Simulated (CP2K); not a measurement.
Consider sulfur hexafluoride at its PBE geometry (Å).

```xyz
7

F     1.5894    0.0000    0.0000
S     0.0000    0.0000    0.0000
F    -1.5894    0.0000    0.0000
F     0.0000    1.5894    0.0000
F     0.0000   -1.5894    0.0000
F     0.0000    0.0000    1.5894
F     0.0000    0.0000   -1.5894
```

Method: CP2K XAS_TDP, all-electron GAPW, PBEh(45%), aug-cc-pVDZ, TDA, ZORA, spin–orbit coupling.

Q: Predict the bright core excitations at the S L₂,₃ edge.

Leading lines: S2 171.10 eV. The leading line of an atom is its first one with 35 % of the strongest within 2.5 eV of its lowest line over the strength cut. 

The first six lines of each atom with a strength over 0.0003:

| atom | energy (eV) | states | strength, one atom |
| --- | --- | --- | --- |
| S2 (bonded to 6 F) | 171.10 | 3 | 0.0257 |
|  | 172.22 | 3 | 0.0438 |
|  | 178.26 | 8 | 0.0011 |
|  | 179.41 | 4 | 0.0006 |
|  | 181.20 | 16 | 0.0005 |
|  | 181.62 | 16 | 0.0013 |

Lines are vertical, at one geometry, with no vibrational structure. Without a correction of the core level, line positions, and the gaps between valence and Rydberg lines, follow the share of exact exchange. Rydberg lines, and the discretised continuum above threshold, depend on the basis and the box.

[Banner, clock and machine lines of the logs are left out without a mark of their own.]

[Logs are printed without paths, hosts, clocks, repeated set-up lines and the standing remarks that a program may print on its own settings, such as how far it seeks lower states.]

[Hosts, paths, dates, database ids (printed as entryN), source tags and the programs' standing remarks are cut or masked in the printed files.]
